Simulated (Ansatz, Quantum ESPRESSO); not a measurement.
# PrHg (Pm-3m): zone-centre phonons, part 2 of 2

Wanted: the vibrations of PrHg (Pm-3m) at Γ, by two programs.

Quantum ESPRESSO 7.5; DFT PBEsol, scalar-relativistic, plane waves, PseudoDojo norm-conserving, 4f in core pseudopotentials.

So far. Step 5 (Zone-centre response): The acoustic modes at Γ come out as far as 7.7 cm⁻¹ from zero, where they should vanish, a small numerical error. The relaxed cell has a = 3.784 Å (conventional setting).

**6. Zone-centre analysis**

A rigid shift of the crystal must cost nothing, but grids and finite bases break this; the acoustic sum rule is imposed before the matrix is diagonalised again.

File dynmat.in:

```
&input
   fildyn = 'g.dyn'
   asr = 'simple'
   fileig = 'dynmat.eig'
/
```

Launch:

```sh
> dynmat.x -in dynmat.in > dynmat.out
```

Numbers of over 12 decimals in the logs are rounded to 6 here.

The log of the run:

```text
[banner, memory and clock lines left out]
Program DYNMAT v.7.5

     Reading Dynamical Matrix from file g.dyn
     ...Force constants read
     ...epsilon and Z* not read (not found on file)
     A direction for q was not specified:TO-LO splitting will be absent

     Polarizability (A^3 units)
     multiply by 1.000000 for Clausius-Mossotti correction
         0.000000    0.000000    0.000000
         0.000000    0.000000    0.000000
         0.000000    0.000000    0.000000

     IR activities are in (D/A)^2/amu units

# mode   [cm-1]    [THz]      IR
    1     -0.00   -0.0000    0.0000
    2     -0.00   -0.0000    0.0000
    3      0.00    0.0000    0.0000
    4     84.18    2.5237    0.0000
    5     84.18    2.5237    0.0000
    6     84.18    2.5237    0.0000
```

Wall time 0.47 s (1 thread of Arm Neoverse V2, shared host).

Numbers from this step:

```yaml
highest_optical_zone_centre_mode_no_lo_to_term: 84.18 cm⁻¹
lowest_optical_zone_centre_mode: 84.18 cm⁻¹
```

Unit eigenvectors of the mass-weighted matrix after the sum rule; no LO-TO term. The modes at Γ (shares of kinetic energy by element, %):

| mode | frequency (cm⁻¹) | symmetry | Pr % | Hg % |
| --- | --- | --- | --- | --- |
| 1 | 0.0 | acoustic | 41 | 59 |
| 2 | 0.0 | acoustic | 41 | 59 |
| 3 | 0.0 | acoustic | 41 | 59 |
| 4 | 84.2 | T1u | 59 | 41 |
| 5 | 84.2 | T1u | 59 | 41 |
| 6 | 84.2 | T1u | 59 | 41 |

Displacements in mode 5 (84.2 cm⁻¹), the largest set to 1:
```
Pr1  0.00  0.00  1.00
Hg2  0.00  0.00 -0.70
```

The rule moves no optical mode by more than 0.3 cm⁻¹.

**7. Sum rules set otherwise: a sum rule for molecules or wires on a crystal**

This rule also removes rotations, which suits molecules and not a crystal; it is tried to see the harm.

File dynmat.in:

```
&input
   fildyn = 'g.dyn'
   asr = 'zero-dim'
   fileig = 'dynmat.eig'
/
```

Launch:

```sh
> dynmat.x -in dynmat.in > dynmat.out
```

The log of the run:

```text
[banner, memory and clock lines left out]
Program DYNMAT v.7.5

     Reading Dynamical Matrix from file g.dyn
     ...Force constants read
     ...epsilon and Z* not read (not found on file)
     Acoustic Sum Rule: || Z*(ASR) - Z*(orig)|| =    0.000000E+00
     Acoustic Sum Rule: ||dyn(ASR) - dyn(orig)||=    1.244849E-01
     A direction for q was not specified:TO-LO splitting will be absent

     Polarizability (A^3 units)
     multiply by 1.000000 for Clausius-Mossotti correction
         0.000000    0.000000    0.000000
         0.000000    0.000000    0.000000
         0.000000    0.000000    0.000000

     IR activities are in (D/A)^2/amu units

# mode   [cm-1]    [THz]      IR
    1     -0.00   -0.0000    0.0000
    2     -0.00   -0.0000    0.0000
    3     -0.00   -0.0000    0.0000
    4     -0.00   -0.0000    0.0000
    5      0.00    0.0000    0.0000
    6     83.81    2.5127    0.0000
```

Wall time 0.48 s (1 thread).

The run ended normally, but on settings that are not sound.

The fault: a sum rule for molecules or wires on a crystal; 2 optical modes are projected out to zero frequency, as if they were rotations.

For a crystal the rule has to be 'simple' or 'crystal'.

Zone-centre frequencies as printed; negative means imaginary. Modes:

| mode | frequency (cm⁻¹) |
| --- | --- |
| 1 | 0 |
| 2 | 0 |
| 3 | 0 |
| 4 | 0 |
| 5 | 0 |
| 6 | 83.81 |

**8. Cross-check with Ansatz**

The same cell goes through another code at the same cutoff. The potentials differ. Its k mesh is centred on Γ.

This step: DFT PBEsol, scalar-relativistic, plane waves, norm-conserving pseudopotentials, 4f in core (Ansatz 0.2.0).

File input.yaml:

```yaml
crystal:
  lattice:
    - [3.7839277082, 0.0, 0.0]
    - [0.0, 3.7839277082, 0.0]
    - [0.0, 0.0, 3.7839277082]
  atoms:
    - { symbol: Pr, position: [0.5, 0.5, 0.5] }
    - { symbol: Hg, position: [0.0, 0.0, 0.0] }
kpoints:
  mp_grid: { grid: [8, 8, 8] }
hamiltonian:
  xc: pbesol
  pseudopotentials:
    kind: nc
    azcp: { Pr: "pseudopotentials/pbe/nc/lanthanide_3plus/Pr.nc.azcp" }
    accuracy: standard
scf:
  occupations: { method: cold, width: 0.27211 }
output:
  eigenvalues: true
basis:
  ecutwfc: 789.13
phonons:
  method: dfpt
```

Launch:

```sh
> ansatz run input.yaml --threads 4 --pin off --max-ram 8192MiB --backend cpu --events-out ev --progress --plain --runs-dir out
```

The log of the run:

```text
Warning: basis.ecutwfc = 789.13 eV is below the records' recommended 897.975746 eV, and the density's cutoff is lower with it unless basis.ecutrho_ratio is high enough to keep the records' density cutoff: compare with a run at a higher cutoff
Warning: <dir> the record states the generating functional pbe (its physics header spells it `PBE`), which answers neither for hamiltonian.xc's functional nor for the pbesol family's — results may be inconsistent (PPs are generated against a specific XC)
Engine: ansatz 0.2.0, aarch64-unknown-linux-gnu
Pseudopotentials: kind: nc
Pseudopotential: Pr, nc, valence charge 11, recommended cutoff 653.07327 eV (normal), <dir>
Pseudopotential: Hg, nc, valence charge 20, recommended cutoff 897.975746 eV (normal), Hg.nc.azcp (PseudoDojo's, or run here from an input of PseudoDojo's; its table is named by hamiltonian.pseudopotentials.accuracy)
Functional definition: PBEsol
  exchange = pbesol_x
  correlation = pbesol_c
Crystal: 2 atoms, lattice volume = 54.179 Å³
Basis set: ecut = 789.13 eV, 2777 PW (Γ), exchange–correlation on 72×72×72 points (8 copies of the dense FFT grid, shifted against one another)
Bands: 20, of which v1, the nominal top of the filled ones, is band 16 counted from 1 (15 counted from 0)
Symmetry: 48 space group operations
k-points: 75 of 512 (irreducible under 8 space group operations, time reversal used)
Non-local potential: Pr, projectors of the file, l = 0: 2, l = 1: 2, l = 2: 2, l = 3: 1
Non-local potential: Hg, projectors of the file, l = 0: 2, l = 1: 2, l = 2: 2, l = 3: 1
Initial density: superposition of atomic densities (chi_scale 0.1, normalization cell, long waves kept (reshape's long-wave potential 0.00 eV rms))
Initial wavefunctions: pseudopotential atomic-orbital guess
Functional: x = pbesol(κ = 0.804, μ = 0.123457), c = pbesol(β = 0.046)
SCF iter   1: F=—  HF=-5536.935102 eV  |F-HF|=—  |Δ(HF+E_count)|=         —  Δρ=1.06e-1  dr2=1.19e1  ethr=3.10e-3  ⟨swp⟩=4.3  Hψ=6066  notcnv=0
preconditioner: auto → Kerker (q_TF=auto, 2.486 Å⁻¹)  [metal: Δε(μ)=0.023 eV  Ē_g=10.419 eV  σ=0.272 eV  W_gap=0.06  n_scr=18 (ndim 8)  ℏωp=23.1 eV  f_vac=0.000  D(μ)=2.33/eV (n_scr^D=18)]
SCF iter   2: F=—  HF=-5534.292820 eV  |F-HF|=—  |Δ(HF+E_count)|=    2.64e0  S|Δr|=    0.00e0  Δρ=3.04e-2  dr2=1.26e0  ethr=3.10e-3  ⟨swp⟩=3.0  Hψ=3784  notcnv=0
SCF iter   3: F=—  HF=-5533.947229 eV  |F-HF|=—  |Δ(HF+E_count)|=   3.46e-1  S|Δr|=    0.00e0  Δρ=1.28e-2  dr2=1.78e-1  ethr=3.10e-3  ⟨swp⟩=1.6  Hψ=2147  notcnv=0
SCF iter   4: F=—  HF=-5533.892984 eV  |F-HF|=—  |Δ(HF+E_count)|=   5.42e-2  S|Δr|=    0.00e0  Δρ=2.47e-3  dr2=2.05e-3  ethr=5.73e-4  ⟨swp⟩=2.0  Hψ=2213  notcnv=0
SCF iter   5: F=—  HF=-5533.893395 eV  |F-HF|=—  |Δ(HF+E_count)|=   4.10e-4  S|Δr|=    0.00e0  Δρ=5.56e-4  dr2=7.53e-5  ethr=6.62e-6  ⟨swp⟩=2.3  Hψ=2612  notcnv=0
SCF iter   6: F=—  HF=-5533.893399 eV  |F-HF|=—  |Δ(HF+E_count)|=   4.75e-6  S|Δr|=    0.00e0  Δρ=9.76e-5  dr2=3.34e-6  ethr=2.43e-7  ⟨swp⟩=2.0  Hψ=2635  notcnv=0
SCF iter   7: F=—  HF=-5533.893404 eV  |F-HF|=—  |Δ(HF+E_count)|=   4.31e-6  S|Δr|=    0.00e0  Δρ=2.99e-5  dr2=3.93e-7  ethr=1.08e-8  ⟨swp⟩=2.0  Hψ=2660  notcnv=0
SCF iter   8: F=—  HF=-5533.893404 eV  |F-HF|=—  |Δ(HF+E_count)|=   9.46e-8  S|Δr|=    0.00e0  Δρ=8.63e-6  dr2=2.59e-8  ethr=1.27e-9  ⟨swp⟩=2.5  Hψ=2476  notcnv=0
SCF iter   9: F=—  HF=-5533.893404 eV  |F-HF|=—  |Δ(HF+E_count)|=   4.44e-9  S|Δr|=    0.00e0  Δρ=8.56e-7  dr2=3.86e-10  ethr=8.36e-11  ⟨swp⟩=2.3  Hψ=2699  notcnv=0
SCF iter  10: F=—  HF=-5533.893404 eV  |F-HF|=—  |Δ(HF+E_count)|=  2.55e-11  S|Δr|=    0.00e0  Δρ=1.40e-7  dr2=1.26e-11  ethr=1.25e-12  ⟨swp⟩=2.9  Hψ=2831  notcnv=0
SCF iter  11: F=-5533.893404 eV  HF=-5533.893404 eV  |F-HF|=1.82e-12  |Δ(HF+E_count)|=  1.82e-12  S|Δr|=    0.00e0  Δρ=2.40e-8  dr2=1.95e-13  ethr=1.00e-12  ⟨swp⟩=8.1  Hψ=9176  notcnv=0
SCF 1 converged in 11 iterations: F = -5533.893404 eV  dr2 = 1.95e-13
DFPT response loops at Γ: preconditioner auto → Kerker (q_TF=auto, 2.486 Å⁻¹) (partly filled bands, converged f_vac=0.000); β = 1.00, the filter's whole step (`scf.mixing.beta` (0.50) is not read by the response loops under this deck's `scf.mixing.preconditioner`; to damp them name `kerker` or `kerker_dos`, under which they read `scf.mixing.beta`, and type it under 1.00, their step now; both keys bind the ground state too); Broyden in place of MSR1
SCF converged after 11 iterations
Stability not checked: this state was not tested for a lower state beside it, because cold or Methfessel-Paxton smearing, or corrected tetrahedra, fill the levels in a way that the test cannot read (fill_not_monotonic; see scf.lower_state_search)
Free energy (F): -5533.893404 eV
Harris-Foulkes:  -5533.893404 eV  (|F-HF|=1.82e-12)
Internal energy: -5533.861767 eV  (E = F + TS)
E sigma→0 (E₀):  -5533.882858 eV
Entropy (-TS):   -0.031636 eV (-15.818 meV/atom)
Fermi energy:    14.030939 eV
--- Per-component energies (eV) ---
  E_band       = -449.292773
  E_kinetic    = 1524.105968
  E_local      = -4169.670898  (includes V_loc(G=0)·N_el)
  E_nonlocal   = 226.736433
  E_hartree    = 1347.202735
  E_xc         = -978.163398
  E_vxc        = -724.869745  (∫ρ·V_xc dr)
  E_ewald      = -3484.072608
  E_smearing   = -0.031636  (= −TS)
  E_closure    = -0.000000  (closes the sum)
  Σ components = -5533.893404   (vs F -5533.893404, Δ=0.00e0)
--- Band table (eV; the first three rows and the last of 75) ---
  k-point 0: bands = [... 12 lower, 6.8608, 6.8608, 13.9613, 13.9613, 18.1980, 18.1980, 18.1980, 18.7529]
  k-point 1: bands = [... 12 lower, 6.8706, 6.8800, 13.9331, 13.9829, 17.0085, 17.0085, 17.8543, 18.1579]
  k-point 2: bands = [... 12 lower, 6.8942, 7.5751, 13.4211, 13.8625, 15.8719, 15.8719, 17.4175, 18.0616]
  k-point 74: bands = [... 12 lower, 7.2437, 11.7044, 11.7872, 11.7872, 11.7872, 19.6351, 19.6351, 20.6103]
--- Phonons (Γ-DFPT): 2 representative perturbations + reference, on 75 of 512 k-points (Σ response iterations 6) ---
  k mesh reduced under 8 symmetry operations, with k and −k counted as one. Each operation leaves every solved perturbation unchanged. A smaller set is not used because it would not reduce the number of displacements times k-points to solve
  ASR residual: 8.550e-5 → 0.000e0 eV/Å²; symmetrization residual: 2.751e-5 eV/Å²
  ASR residual per site (eV/Å²): 5.25e-5 8.55e-5
  Γ frequencies (cm⁻¹): 0.00 0.00 0.00 83.34 83.34 83.34
  non-analytic LO–TO correction: not included (Born effective charges unavailable; polar crystals: no LO–TO splitting at Γ)
```

Run time: 12 s. Hardware: 4 threads; peak memory 0.82 GiB.

This step gave:

```
sum-rule residual before enforcement             : 8.55e-5 eV/Å²
highest optical zone-centre mode (no LO-TO term) : 83.34 cm⁻¹
lowest optical zone-centre mode                  : 83.34 cm⁻¹
```

**9. Side by side: QE PseudoDojo and Ansatz, PseudoDojo**

Worked out from the results:

- root-mean-square difference: 0.84 cm⁻¹
- largest difference: 0.84 cm⁻¹

Frequencies side by side, by row:

| q (reciprocal lattice) | mode | QE PseudoDojo (cm⁻¹) | Ansatz, PseudoDojo (cm⁻¹) |
| --- | --- | --- | --- |
| 0 0 0 | 1 | 0 | 0 |
| 0 0 0 | 2 | 0 | 0 |
| 0 0 0 | 3 | 0 | 0 |
| 0 0 0 | 4 | 84.18 | 83.34 |
| 0 0 0 | 5 | 84.18 | 83.34 |
| 0 0 0 | 6 | 84.18 | 83.34 |

At the zone centre the largest difference (acoustic modes at Γ apart) is 1.0 % of the highest mode.

**10. Outcome**

| Quantity | Value |
| --- | --- |
| space group after relaxation | Pm-3m |
| volume per atom | 27.1 Å³ |
| highest optical zone-centre mode (no LO-TO term) | 84.2 cm⁻¹ |
| imaginary optical modes at the zone centre (no q mesh in this session) | none |
| largest difference from Ansatz, PseudoDojo | 0.84 cm⁻¹ |

What this shows: At the PBEsol level the optical modes of PrHg (Pm-3m) at the zone centre lie at 84 cm⁻¹. QE PseudoDojo and Ansatz, PseudoDojo agree to 0.84 cm⁻¹ (1.0 % of the highest mode compared) on all solved modes but the acoustic ones at Γ, without the LO-TO term. These are harmonic frequencies at zero temperature: anharmonic shifts and linewidths and thermal expansion are left out. Spin-orbit coupling is left out, which can matter for the heavy elements here. In a metal the frequencies hang on the k mesh and the smearing, most of all near Kohn anomalies. The runs are without spin polarisation, although the cell has an odd electron count or an open d or f shell, so a magnetic state was not tested. The 4f electrons are frozen in the core as for a trivalent ion, in files made for PBE, so their moments and any magnetic order are left out. The relaxation ran at 58 Ry, under the 66 Ry recommended for these files; the stress of so short a basis can leave the cell about one per cent too small. Ansatz warns that the cutoff lies 12 % under the one recommended for these files; agreement at one cutoff is not convergence.

[Host names and launcher messages were left out of these logs when they were recorded.]

[Logs are printed without paths, hosts, clocks, repeated set-up lines and the standing remarks that a program may print on its own settings, such as how far it seeks lower states.]

[Hosts, paths, dates, database ids (printed as entryN), source tags and the programs' standing remarks are cut or masked in the printed files.]
